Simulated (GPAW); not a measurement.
Consider BaPbO3 (C2/m).

```xyz
10
Lattice="4.2655 -4.2404 0.0000 4.2655 4.2404 0.0000 -4.2246 0.0000 4.2772" Properties=species:S:1:pos:R:3 pbc="T T T"
Pb    0.0205   -2.1202    2.1386
Pb    0.0205    2.1202    2.1386
Ba    2.1423    0.0000    0.0180
Ba    2.1642    0.0000    4.2592
O     2.1532   -1.8234    2.1386
O     2.1532    1.8234    2.1386
O    -0.2478    0.0000    1.9145
O     4.5543    0.0000    2.3627
O     4.2655    1.8955    0.0000
O     4.2655   -1.8955    0.0000
```

Absorber: atom 9, with 2 Pb at 2.15 Å (bent, 168°, site symmetry 2). Method: GPAW, LDA, excited-electron core hole (neutral cell), 10-atom cell with 6.0 Å between holes, 5×4×4 k points, dipole transitions, Gaussian full width 0.9 eV up to 4 eV, rising linearly to 3.5 eV at 25 eV, without spin-orbit coupling.

**Question.** Where do the maxima of the O K edge fall?

Main maxima up to 24 eV above the zero (height): 0.5 eV (0.96), 4.2 eV (2.40), 7.6 eV (1.44), 11.8 eV (0.92) and 15.5 eV (0.75). A K edge sees empty p states on the absorber. The total-energy difference is 532.80 eV. One term is added: -8.83 eV, since the hole is spin-paired here and a spin-polarised one costs that much less in the free atom (computed apart). The photon energy is then 523.97 eV. The functional leaves an error in such absolute values: in the free atom LDA prices this hole 4.1 eV below PBE (computed apart), and PBE is itself good to a few eV.

The O K spectrum (energy from the lowest empty level; intensity scaled to a mean of 1 over the first 20 eV; polarised curves are means over the symmetry-equivalent atoms):

```
E (eV)  isotropic  ε ∥ x  ε ∥ y  ε ∥ z
  -2.0       0.00   0.00   0.00   0.00
  -1.4       0.00   0.00   0.00   0.00
  -0.8       0.02   0.00   0.00   0.05
  -0.2       0.35   0.03   0.04   0.98
   0.4       0.94   0.07   0.11   2.64
   1.0       0.89   0.05   0.08   2.53
   1.6       0.88   0.05   0.08   2.52
   2.2       0.63   0.12   0.09   1.68
   2.8       0.55   0.66   0.36   0.63
   3.4       1.44   2.08   1.60   0.65
   4.0       2.34   2.58   2.97   1.47
   4.6       2.30   2.55   3.08   1.29
   5.2       1.73   2.03   2.06   1.09
   5.8       1.31   1.19   1.04   1.69
   6.4       1.26   0.85   0.78   2.15
   7.0       1.36   0.93   0.85   2.30
   7.6       1.44   1.11   1.03   2.18
   8.2       1.39   1.15   1.08   1.93
   8.8       1.32   1.08   1.06   1.83
   9.4       1.14   0.92   1.01   1.49
  10.0       0.88   0.82   0.95   0.87
  10.6       0.77   0.94   1.02   0.36
  11.2       0.85   1.17   1.19   0.20
  11.8       0.92   1.28   1.26   0.23
  12.4       0.85   1.15   1.12   0.28
  13.0       0.71   0.94   0.87   0.31
  13.6       0.63   0.84   0.72   0.31
  14.2       0.65   0.89   0.73   0.32
  14.8       0.71   0.98   0.82   0.33
  15.4       0.75   1.01   0.89   0.33
  16.0       0.73   0.96   0.90   0.32
  16.6       0.67   0.85   0.86   0.30
  17.2       0.63   0.76   0.81   0.31
  17.8       0.60   0.69   0.77   0.34
  18.4       0.59   0.65   0.75   0.38
  19.0       0.60   0.63   0.75   0.43
  19.6       0.63   0.65   0.77   0.48
  20.2       0.68   0.69   0.79   0.54
  20.8       0.72   0.74   0.82   0.61
  21.4       0.77   0.79   0.83   0.68
  22.0       0.81   0.83   0.85   0.76
  22.6       0.86   0.88   0.87   0.84
  23.2       0.91   0.93   0.89   0.91
  23.8       0.96   0.97   0.92   0.99
  24.4       1.02   1.02   0.96   1.07
  25.0       1.08   1.06   1.01   1.18
  25.6       1.17   1.12   1.06   1.32
  26.2       1.25   1.17   1.10   1.49
  26.8       1.33   1.19   1.12   1.67
  27.4       1.37   1.16   1.10   1.84
  28.0       1.36   1.08   1.04   1.96
  28.6       1.32   0.97   0.97   2.01
  29.2       1.24   0.86   0.89   1.99
  29.8       1.16   0.77   0.82   1.89
  30.4       1.07   0.71   0.76   1.75
  31.0       0.99   0.68   0.73   1.57
  31.6       0.93   0.68   0.72   1.39
```

The unit cell's mesh shows no gap over 0.35 eV. That is right for a metallic compound; for a small-gap or correlated insulator it would be the fault of the functional or of the assumed magnetic order, and the hole would be screened too well. The crystal has 3 inequivalent O sites and not all are shown here, while a measurement adds them all. The holes are only 6.0 Å apart, so the shape is probably not converged with cell size; no larger cell was run here. The mesh is coarse (0.32 Å⁻¹ between points), so small maxima may be mesh ripples. The structure is a published determination, not relaxed.

[Banner, clock and machine lines of the logs are left out without a mark of their own.]

[Logs are printed without paths, hosts, clocks, repeated set-up lines and the standing remarks that a program may print on its own settings, such as how far it seeks lower states.]

[Hosts, paths, dates, database ids (printed as entryN), source tags and the programs' standing remarks are cut or masked in the printed files.]

[Lists of maxima count a maximum above −3 eV only where it reaches 4 % of the highest in the window and stands out from its surroundings by 2 % of it (1.5 % where it reaches 55 %); shoulders and weaker maxima are passed over, and of the rest the first, up to two pre-edge ones and the few strongest are named.]
